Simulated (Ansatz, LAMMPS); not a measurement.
**Glassy 77SiO2-6B2O3-8CaO-8MgO (mol %) (142 atoms): a single point**

Aim: energy, forces, charges and density of states of glassy 77SiO2-6B2O3-8CaO-8MgO (mol %) (142 atoms) at a fixed geometry.

Program: Ansatz 0.2.0. Level of theory: Kohn-Sham DFT, r2SCAN, PAW (set soft_2), plane waves. Results are calculated unless marked as measured.

### 1. Set-up

The cell holds 142 atoms: 37 Si, 6 B, 4 Ca, 4 Mg and 91 O. Cell: a = 12.128 Å, b = 12.128 Å, c = 12.128 Å, α = 90.0°, β = 90.0°, γ = 90.0°. 142 atoms (37 Si, 6 B, 4 Ca, 4 Mg, 91 O) placed at random at 2.31 g/cm³, melted at 3000 K for 20 ps at fixed volume with the Buckingham and Coulomb pair potential of Guillot and Sator (Geochim. Cosmochim. Acta 71, 1249 (2007)) with the boron terms of Wang et al. (J. Non-Cryst. Solids 498, 294 (2018)). Quenched from 3000 K to 300 K at 1000 K/ps and fixed volume, held 10 ps at zero pressure.

What the set-up can't give: The quench rate of 1000 K/ps is many orders above laboratory rates, so the cell is likely richer in defects and strain than a real sample. The starting topology of bonds comes from the classical model, and needn't be the one that DFT or experiment would give. The Brillouin zone is sampled at Γ only, in a cell whose shortest periodic width is 12 Å.

### 2. Making the structure

A classical potential makes the cell, at a small fraction of what the same run would cost in DFT.

This step: classical MD, Buckingham and Coulomb pair potential of Guillot and Sator (Geochim. Cosmochim. Acta 71, 1249 (2007)) with the boron terms of Wang et al. (J. Non-Cryst. Solids 498, 294 (2018)) (LAMMPS 22 Jul 2025 - Update 4).

The input, in.lmp:

```
# melt-quench of Si37B6Ca4Mg4O91
units metal
atom_style charge
boundary p p p
region box block 0 12.6576 0 12.6576 0 12.6576
create_box 5 box
mass 1 28.0850   # Si
mass 2 10.8100   # B
mass 3 40.0780   # Ca
mass 4 24.3050   # Mg
mass 5 15.9990   # O
create_atoms 1 random 37 896136 NULL overlap 1.5 maxtry 2000
create_atoms 2 random 6 896143 NULL overlap 1.5 maxtry 2000
create_atoms 3 random 4 896150 NULL overlap 1.5 maxtry 2000
create_atoms 4 random 4 896157 NULL overlap 1.5 maxtry 2000
create_atoms 5 random 91 896164 NULL overlap 1.5 maxtry 2000
pair_style buck/coul/long 9.0
pair_coeff * * 0.0 1.0 0.0
pair_coeff 1 5 50306.10 0.161 46.2978   # Si-O
pair_coeff 2 5 206941.81 0.124 35.0018   # B-O
pair_coeff 3 5 155667.70 0.178 42.2597   # Ca-O
pair_coeff 4 5 32652.64 0.178 27.281   # Mg-O
pair_coeff 5 5 9022.79 0.265 85.0921   # O-O
pair_coeff 2 2 484.40 0.35 0.0   # B-B
pair_coeff 1 2 337.70 0.29 0.0   # Si-B
set type 1 charge 1.89
set type 2 charge 1.4175
set type 3 charge 0.945
set type 4 charge 0.945
set type 5 charge -0.945
kspace_style pppm 1.0e-4
neigh_modify delay 0 every 1 check yes
thermo_style custom step time temp pe press density
thermo_modify norm yes
# [... 17 lines left out ...]
fix md all nvt temp 3000 300 0.1
run 2700 post no
unfix md
thermo 3333
fix md all npt temp 300 300 0.1 iso 0 0 1
run 10000 post no
unfix md
write_dump all custom glass.dump id type xs ys zs modify sort id
```

Run with:

```
$ lmp -in in.lmp -log none -nocite
```

Output:

```text
LAMMPS (22 Jul 2025 - Update 4)
Created orthogonal box = (0 0 0) to (12.6576 12.6576 12.6576)
Created 37 atoms
Created 6 atoms
Created 4 atoms
Created 4 atoms
Created 91 atoms
PPPM initialization ...
  G vector (1/distance) = 0.33732138
  grid = 12 12 12
  estimated relative force accuracy = 4.0576509e-05
   Step          Time           Temp          PotEng         Press         Density
         0   0              0             -1.1390282      815972.35      2.3070157
       100   0.1            0             -11.071308     -33454.518      2.3070157
       105   0.105          0             -11.080704     -34467.262      2.3070157
Loop time of 0.114786 s on 1 MPI rank(s) for 105 steps with 142 atoms
Minimization stats:
  Stopping criterion = energy tolerance
  Energy initial, next-to-last, final =
     -1.13902818694687   -11.080035580404  -11.0807037300889
  Force two-norm initial, final = 452.11592 2.2195483
  Iterations, force evaluations = 105 161
   Step          Time           Temp          PotEng         Press         Density
         0   0              3000          -11.080704     -5668.7528      2.3070157
       500   0.5            3080.0403     -10.686295      8943.1913      2.3070157
      1000   1              3045.2384     -10.751571      18473.669      2.3070157
Loop time of 0.549436 s on 1 MPI rank(s) for 1000 steps with 142 atoms
   Step          Time           Temp          PotEng         Press         Density
      1000   1              3045.2384     -10.751571      18473.669      2.3070157
      3333   3.333          3203.8196     -10.784608      14879.237      2.3070157
      6666   6.666          3116.6547     -10.791945     -6544.4975      2.3070157
      9999   9.999          2957.7419     -10.768332     -6410.5106      2.3070157
     13332   13.332         3585.623      -10.772824     -13214.39       2.3070157
     16665   16.665         2974.2227     -10.848851     -3125.5045      2.3070157
[... 2 lines left out ...]
Loop time of 10.8681 s on 1 MPI rank(s) for 20000 steps with 142 atoms
   Step          Time           Temp          PotEng         Press         Density
[... 12 lines left out ...]
Loop time of 1.43419 s on 1 MPI rank(s) for 2700 steps with 142 atoms
   Step          Time           Temp          PotEng         Press         Density
[... 1 line left out ...]
     26664   26.664         283.90176     -11.258855     -1232.9145      2.6112822
     29997   29.997         295.39997     -11.255347     -12267.018      2.6152624
     33330   33.33          308.45883     -11.254758      1526.0205      2.6063054
     33700   33.7           300.26536     -11.261588      5724.1504      2.6224
Loop time of 6.87927 s on 1 MPI rank(s) for 10000 steps with 142 atoms
```

The job ended after 20 s (1 thread of Arm Neoverse V2, shared host; peak memory 0.079 GiB).

### 3. Plane-wave single point

One self-consistent run at the given positions yields energy and forces.

The input, input.yaml:

```yaml
crystal:
  lattice:
    - [12.12836, 0.0, 0.0]
    - [0.0, 12.12836, 0.0]
    - [0.0, 0.0, 12.12836]
  atoms:
    - { symbol: Si, position: [0.38681, 0.70264, 0.74321] }
    - { symbol: Si, position: [0.09482, 0.03458, 0.34757] }
    - { symbol: Si, position: [0.28608, 0.66108, 0.11502] }
    - { symbol: Si, position: [0.45327, 0.33772, 0.8731] }
    - { symbol: Si, position: [0.00012, 0.98437, 0.99618] }
    - { symbol: Si, position: [0.70957, 0.61752, 0.8682] }
    - { symbol: Si, position: [0.22042, 0.07126, 0.65367] }
    - { symbol: Si, position: [0.72114, 0.24826, 0.89677] }
    - { symbol: Si, position: [0.49452, 0.93455, 0.76902] }
    - { symbol: Si, position: [0.17841, 0.83467, 0.72006] }
    - { symbol: Si, position: [0.02742, 0.64297, 0.18544] }
    - { symbol: Si, position: [0.75075, 0.06274, 0.56556] }
    - { symbol: Si, position: [0.8685, 0.32888, 0.33815] }
    - { symbol: Si, position: [0.9596, 0.81054, 0.80569] }
    - { symbol: Si, position: [0.452, 0.97958, 0.06124] }
    - { symbol: Si, position: [0.02644, 0.84949, 0.3599] }
    - { symbol: Si, position: [0.3049, 0.53821, 0.90996] }
    - { symbol: Si, position: [0.73037, 0.61998, 0.60657] }
    - { symbol: Si, position: [0.95848, 0.49548, 0.61353] }
    - { symbol: Si, position: [0.41579, 0.39482, 0.64305] }
    - { symbol: Si, position: [0.70417, 0.76034, 0.2284] }
    - { symbol: Si, position: [0.47996, 0.69122, 0.29475] }
    - { symbol: Si, position: [0.47956, 0.07199, 0.29117] }
    - { symbol: Si, position: [0.73894, 0.11634, 0.33841] }
    - { symbol: Si, position: [0.49844, 0.99383, 0.53592] }
    - { symbol: Si, position: [0.61021, 0.43232, 0.48709] }
    - { symbol: Si, position: [0.83117, 0.36326, 0.07892] }
    - { symbol: Si, position: [0.58423, 0.74936, 0.01818] }
    - { symbol: Si, position: [0.31301, 0.37425, 0.32911] }
    - { symbol: Si, position: [0.55863, 0.4977, 0.03556] }
    - { symbol: Si, position: [0.87023, 0.9657, 0.21181] }
    - { symbol: Si, position: [0.05738, 0.57657, 0.84803] }
    [... 104 atom lines left out ...]
    - { symbol: O, position: [0.00195, 0.11774, 0.97579] }
    - { symbol: O, position: [0.99387, 0.30009, 0.3207] }
    - { symbol: O, position: [0.1086, 0.33586, 0.64339] }
    - { symbol: O, position: [0.02741, 0.74856, 0.27224] }
    - { symbol: O, position: [0.7962, 0.9552, 0.63117] }
    - { symbol: O, position: [0.97771, 0.25097, 0.82719] }
kpoints:
  mp_grid: { grid: [1, 1, 1] }
hamiltonian:
  xc: r2scan
scf:
  occupations: { method: fixed }
output:
  forces: true
  stress: true
  populations: true
  dos:
    method: { smearing: { sigma: 0.15 } }
    de: 0.1
    projected: { site_lists: { B: [B], Ca: [Ca], Mg: [Mg], O: [O], Si: [Si] } }
  eigenvalues: true
  write_density: true
  write_potential: true
  volumetric_format: npy
```

Run with:

```
$ ansatz run input.yaml --threads 8 --pin off --max-ram 15872MiB --backend cpu --events-out ev --progress --plain --runs-dir out
```

Output:

```text
Engine: ansatz 0.2.0, aarch64-unknown-linux-gnu
Pseudopotentials: kind: paw
Pseudopotential: Si, paw, valence charge 4, recommended cutoff 500 eV (meta_gga), Si.paw.azcp
Pseudopotential: B, paw, valence charge 3, recommended cutoff 500 eV (meta_gga), B.paw.azcp
Pseudopotential: Ca, paw, valence charge 10, recommended cutoff 500 eV (meta_gga), Ca.paw.azcp
Pseudopotential: Mg, paw, valence charge 10, recommended cutoff 500 eV (meta_gga), Mg.paw.azcp
Pseudopotential: O, paw, valence charge 6, recommended cutoff 500 eV (meta_gga), O.paw.azcp
[... 6 lines on functional and potentials left out ...]
Crystal: 142 atoms, lattice volume = 1784.047 Å³
Basis set: ecut = 500 eV, 45145 PW (Γ), exchange–correlation on 360×360×360 points (64 copies of the dense FFT grid, shifted against one another)
Bands: 538, of which v1, the nominal top of the filled ones, is band 396 counted from 1 (395 counted from 0)
Symmetry: 1 space group operations
Space group: P1 (ITA 1), of the structure as read, at distance tolerance 1.2e-4 Å
k-points: 1
[... 16 lines on functional and potentials left out ...]
Initial density: superposition of atomic densities (neutral atoms: chi_scale 0, normalization atom), corrected by the library's trained network
Initial wavefunctions: pseudopotential atomic-orbital guess
Functional: x = r2scan, c = r2scan; τ floored in thin density (d = 2e-4 eV/Å³)
SCF iter   1: F=—  HF=-91476.246657 eV  |F-HF|=—  |Δ(HF+E_count)|=         —  Δρ=8.46e-3  dr2=1.41e0  dr2_τ=1.16e1  ethr=1.77e-3  ⟨swp⟩=6.0  Hψ=2093  notcnv=0  defer=140
preconditioner: auto → Resta (q_TF=auto, 2.383 Å⁻¹)  ε∞=2.9  [insulator: Δε(μ)=4.159 eV  Ē_g=17.489 eV  n_scr=436 (ndim 8)  ℏωp=24.1 eV  f_vac=0.141  ε∞_Penn≈2.9]
SCF iter   2: F=—  HF=-91480.305454 eV  |F-HF|=—  |Δ(HF+E_count)|=    4.06e0  Δρ=5.14e-3  dr2=3.38e-1  dr2_τ=2.93e-2  ethr=1.77e-4  ⟨swp⟩=3.0  Hψ=1005  notcnv=0  defer=140
SCF iter   3: F=—  HF=-91480.260749 eV  |F-HF|=—  |Δ(HF+E_count)|=   4.47e-2  Δρ=1.26e-3  dr2=2.83e-2  dr2_τ=4.53e-3  ethr=4.26e-5  ⟨swp⟩=3.0  Hψ=783  notcnv=0  defer=140
SCF iter   4: F=—  HF=-91480.257631 eV  |F-HF|=—  |Δ(HF+E_count)|=   3.12e-3  Δρ=5.27e-4  dr2=3.65e-3  dr2_τ=6.75e-4  ethr=3.58e-6  ⟨swp⟩=3.0  Hψ=784  notcnv=0  defer=140
SCF iter   5: F=—  HF=-91480.257178 eV  |F-HF|=—  |Δ(HF+E_count)|=   4.53e-4  Δρ=1.57e-4  dr2=4.01e-4  dr2_τ=3.71e-5  ethr=4.60e-7  ⟨swp⟩=2.0  Hψ=995  notcnv=0  defer=140
SCF iter   6: F=—  HF=-91480.257316 eV  |F-HF|=—  |Δ(HF+E_count)|=   1.38e-4  Δρ=6.83e-5  dr2=7.48e-5  dr2_τ=8.82e-6  ethr=5.06e-8  ⟨swp⟩=2.0  Hψ=762  notcnv=0  defer=140
SCF iter   7: F=—  HF=-91480.257844 eV  |F-HF|=—  |Δ(HF+E_count)|=   5.28e-4  Δρ=1.97e-5  dr2=6.69e-6  dr2_τ=8.13e-7  ethr=9.45e-9  ⟨swp⟩=3.0  Hψ=781  notcnv=0  defer=140
SCF iter   8: F=—  HF=-91480.257847 eV  |F-HF|=—  |Δ(HF+E_count)|=   3.13e-6  Δρ=8.23e-6  dr2=1.23e-6  dr2_τ=1.18e-7  ethr=8.45e-10  ⟨swp⟩=3.0  Hψ=915  notcnv=0  defer=140
SCF iter   9: F=—  HF=-91480.257847 eV  |F-HF|=—  |Δ(HF+E_count)|=   3.01e-7  Δρ=2.48e-6  dr2=1.12e-7  dr2_τ=1.22e-8  ethr=1.56e-10  ⟨swp⟩=3.0  Hψ=755  notcnv=0  defer=140
SCF iter  10: F=-91480.257847 eV  HF=-91480.257847 eV  |F-HF|=4.69e-9  |Δ(HF+E_count)|=   7.43e-8  Δρ=1.40e-6  dr2=3.22e-8  dr2_τ=4.16e-9  ethr=1.26e-11  ⟨swp⟩=25.0  Hψ=5998  notcnv=0
SCF 1 converged in 10 iterations: F = -91480.257847 eV  dr2 = 3.22e-8
  greatest PAW one-centre occupation: 1.000 electrons in one spin orbital (limit 2), on the Mg atom at site 47 (counted from 0), in its partial waves of l = 0
WARN: The input density's exchange-correlation potential varies sharply where the density is thin. Do not read a vacuum level from v_tot or v_xc, or from such a field of the output density. On a cell that repeats whose density bears no net charge and no dipole along the vacuum's axis use v_es (v_loc + v_h of the components); [...]
SCF converged after 10 iterations
Free energy (F): -91480.257847 eV
Harris-Foulkes:  -91480.257847 eV  (|F-HF|=4.69e-9)
Internal energy: -91480.257847 eV  (E = F + TS)
E sigma→0 (E₀):  -91480.257847 eV
Fermi energy:    4.288851 eV
--- Per-component energies (eV) ---
  E_band       = -5406.698292
  E_kinetic    = 19672.657691
  E_local      = -58960.295661  (includes V_loc(G=0)·N_el)
  E_nonlocal   = 5852.408862
  E_hartree    = 22000.301343
  E_xc         = -9493.665056
  E_vxc        = -12780.130887  (∫ρ·V_xc dr)
  E_paw        = -38980.828195  (= ΣΔE_a)
  E_vpaw       = -3995.265524  (= ΣTr[D̂ρ^β])
  E_aug_tail   = 0.096175  (compensation charges beyond the density's cutoff)
  E_vtau       = 803.232890  (kinetic-family band-sum trace: ∫τ·v_τ [+ j·A + Jᵃ·Aᵃ] dr)
  E_ewald      = -31564.100217
  E_core_change = -6.832790  (= ΣΔE_core)
  E_smearing   = -0.000000  (= −TS)
  E_closure    = 0.000000  (closes the sum)
  Σ components = -91480.257847   (vs F -91480.257847, Δ=0.00e0)
--- Forces (eV/Å), atoms counted from 1 ---
  atom   1  Si     0.06865285     1.64428321    -0.03628257
  atom   2  Si     0.30633960     3.11987718     0.34831009
  atom   3  Si    -2.49678676    -0.83678211    -0.34102852
  atom   4  Si    -2.51718772     2.23034001    -1.87696167
  atom   5  Si    -0.14721624     0.37971949    -2.07429295
  atom   6  Si     0.45058629    -1.87463277     0.36908658
  atom   7  Si    -2.68367596     1.55067941     3.88991915
  atom   8  Si     1.05711077    -1.53810912    -0.77528809
  atom   9  Si     1.06540089    -0.80569164    -0.89648488
  atom  10  Si     1.09425565     0.62885815     1.07246582
  atom  11  Si     0.24038572    -0.99687446    -0.82559993
  atom  12  Si    -4.24120800     0.39901025     0.09400818
  atom  13  Si     0.57349134     1.19898108    -0.13617221
  atom  14  Si     0.70066954    -0.63066373     2.37843813
[...]
atom 141  O      1.40497871     1.62436420    -0.71931726
  atom 142  O     -0.58050840     0.23998853    -0.58683089
  max |Σ_I F_I| component: 1.49e-4 eV/Å
--- Stress (GPa, compression-positive) ---
       -1.894589      -0.385202      -0.515254
       -0.385200      -3.351972      -0.239267
       -0.515261      -0.239264      -5.675584
  P = ⅓ Tr σ = -3.6407 GPa (-36.407 kbar)
--- Band table (eV) ---
  k-point 0: bands = ["-73.0248", "-72.3671", "-71.9117", "-71.7415", [... 522 levels ...], "14.5257", "14.5637", "14.6055", "14.6328", "14.6530", "14.6782", "14.6960", "14.7268", "14.7798", "14.8417", "14.8670", "14.8828"]
--- Löwdin populations: 142 sites ---
  site symbol       q [e]
     0     Si      2.1463
     1     Si      2.2790
     2     Si      2.1610
[...]
141      O      6.6745
  spilling = 0.012651 (of n_electrons = 792.000000)
```

The job ended after 48 s (8 threads of Arm Neoverse V2, shared host; peak memory 5.4 GiB).

The program notes that the exchange-correlation potential is rough where the density is thin.

The run gave:

```yaml
free_energy: -91480.2578 eV
free_energy_per_atom: -644.2272 eV/atom
scf_cycles: 10
pressure: -3.641 GPa
r_m_s_force_component: 1.071 eV/Å
longest_force: 4.974 eV/Å
fermi_energy: 4.289 eV
spacing_of_highest_filled_and_lowest_empty_level: 3.746 eV
spilling_of_the_projection: 0.01265
```

Neighbours are counted within 2.12 Å (O-Si), 1.83 Å (O-B), 2.88 Å (O-Ca), 2.43 Å (O-Mg), cutoffs set anew for this text.

Length of the force by element and coordination:

| element | coordination | atoms | mean length of the force (eV/Å) | spread | least | most |
| --- | --- | --- | --- | --- | --- | --- |
| B | all | 6 | 1.84 | 1.12 | 1.03 | 4.26 |
| B | 3 | 2 | 1.41 | 0.0547 | 1.35 | 1.46 |
| B | 4 | 4 | 2.06 | 1.32 | 1.03 | 4.26 |
| Ca | all | 4 | 1.18 | 0.244 | 0.874 | 1.52 |
| Ca | 6 | 3 | 1.22 | 0.267 | 0.874 | 1.52 |
| Ca | 7 | 1 | 1.05 | 0 | 1.05 | 1.05 |
| Mg | all | 4 | 1.88 | 0.683 | 1.08 | 2.66 |
| Mg | 4 | 3 | 2.15 | 0.577 | 1.35 | 2.66 |
| Mg | 5 | 1 | 1.08 | 0 | 1.08 | 1.08 |
| O | all | 91 | 1.30 | 0.655 | 0.147 | 3.97 |
| O | 2 | 63 | 1.30 | 0.667 | 0.147 | 3.97 |
| O | 3 | 26 | 1.27 | 0.631 | 0.196 | 2.51 |
| O | 4 | 2 | 1.81 | 0.311 | 1.50 | 2.13 |
| Si | all | 37 | 2.39 | 0.968 | 0.333 | 4.97 |

Löwdin charges by element and coordination (they lack the spilled electrons, 0.071 e an atom on average):

| element | coordination | atoms | mean charge (e) | spread | least | most |
| --- | --- | --- | --- | --- | --- | --- |
| B | all | 6 | 0.660 | 0.0527 | 0.565 | 0.744 |
| B | 3 | 2 | 0.713 | 0.0312 | 0.682 | 0.744 |
| B | 4 | 4 | 0.633 | 0.0399 | 0.565 | 0.665 |
| Ca | all | 4 | 1.79 | 0.0096 | 1.78 | 1.81 |
| Ca | 6 | 3 | 1.80 | 0.0083 | 1.79 | 1.81 |
| Ca | 7 | 1 | 1.78 | 0 | 1.78 | 1.78 |
| Mg | all | 4 | 1.66 | 0.0164 | 1.64 | 1.68 |
| Mg | 4 | 3 | 1.65 | 0.0088 | 1.64 | 1.66 |
| Mg | 5 | 1 | 1.68 | 0 | 1.68 | 1.68 |
| O | all | 91 | -0.820 | 0.117 | -1.11 | -0.605 |
| O | 2 | 63 | -0.783 | 0.0828 | -1.02 | -0.605 |
| O | 3 | 26 | -0.903 | 0.135 | -1.11 | -0.624 |
| O | 4 | 2 | -0.936 | 0.168 | -1.10 | -0.768 |
| Si | all | 37 | 1.81 | 0.0414 | 1.70 | 1.87 |

States in the cell by windows of 1 eV, zero at the Fermi level; the larger projections on atomic orbitals stand beside the total:

```csv
from (eV),to (eV),total,O p,Si p
-14,-12,0.0,0.0,0.0
-12,-11,6.4,4.4,0.2
-11,-10,18.8,12.8,0.9
-10,-9,23.7,16.6,1.8
-9,-8,28.2,20.6,3.2
-8,-7,50.4,38.3,8.0
-7,-6,35.6,27.9,4.8
-6,-5,54.6,45.2,4.3
-5,-4,77.7,68.7,3.9
-4,-3,87.6,80.6,2.8
-3,-2,91.3,86.4,1.9
-2,-1,51.3,49.2,0.7
-1,0,19.4,18.5,0.4
0,1,1.1,1.1,0.0
1,3,0.0,0.0,0.0
3,4,2.0,0.1,0.1
4,5,5.6,0.4,0.8
```

With fixed occupations the program's Fermi level is the highest filled level; weight inside the gap is the broadening of levels at its edges.

Between -26 and -14 eV lie 206 more states.

About 41 of the 792 electrons lie in deeper levels, below the stored range.

The levels nearest the highest filled one (over half full), pooled over k-points and spins:

```
level less the highest filled one (eV)  occupation
                                -0.643           2
                                -0.566           2
                                -0.427           2
                                -0.390           2
                                -0.308           2
                                     0           2
                                  3.75           0
                                  4.60           0
                                  4.74           0
                                  5.01           0
                                  5.07           0
                                  5.13           0
```

Electrostatic potential energy in the ab plane at fractional z = 0.280, with atoms of Si and B and Mg and O within 0.2 Å of it. With pseudopotentials it is smooth inside the atoms' cores, unlike the true potential.

Values in eV, 13 rows by 16 columns, each cell a mean:
```
-20   2   6  10  10  10   8   6   6   9   9   9   5  -5  -8 -32
 -3   3   9  10  10  10  10  10  10  10   8   5 -21  -2   4   0
-17   1   9  10  10  10   8   4  -5 -21  -3 -15  -2   8   8   3
-28  -2  10  10  10   9  -2 -32 -25  -7  -2 -17  -7   9   9   1
  3   7  10  11  10   9   0 -24 -20   4   8 -11 -30   6   7   6
-13   8  10  11  11  10   9   6 -25 -13   6  -4  -4   7   9  -4
 -9   7   9  10   9   8   6   0 -25 -13   0 -33 -28   4  10   0
  7   5   8   8  -6 -12 -25 -29 -20 -10   4  -1  -1   3   5   9
  1   9  10   2 -11 -13   1   5   7   6   8   8   4 -10 -10  -1
  2  10  10   9   7   7   8   9   7   6   7   8   7   1   2   1
 10  10  10   9   6   8 -11  -9   5   2   2  -1   1   7   9  10
  7   1 -22   2   8   7  -3 -31 -22 -29 -22 -12 -14  -2   9   9
 -2  -8  -5   8   9   8  -2 -28 -19   2   5   3   1  -1   2  -2
```
Columns run along a (12.1 Å; values clipped at the 3rd and 97th percentile), rows up along b (12.1 Å). Atoms in or near the plane, at fractional coordinates: Si at (0.48, 0.69), Si at (0.48, 0.07), B at (0.54, 0.46), Mg at (0.74, 0.50), O at (0.43, 0.41), O at (0.61, 0.11), O at (0.98, 0.96), O at (0.76, 0.65), O at (0.03, 0.75).

(Part 1 of 2 ends here.)

[Logs are printed without paths, hosts, clocks, repeated set-up lines and the standing remarks that a program may print on its own settings, such as how far it seeks lower states.]

[Hosts, paths, dates, database ids (printed as entryN), source tags and the programs' standing remarks are cut or masked in the printed files.]
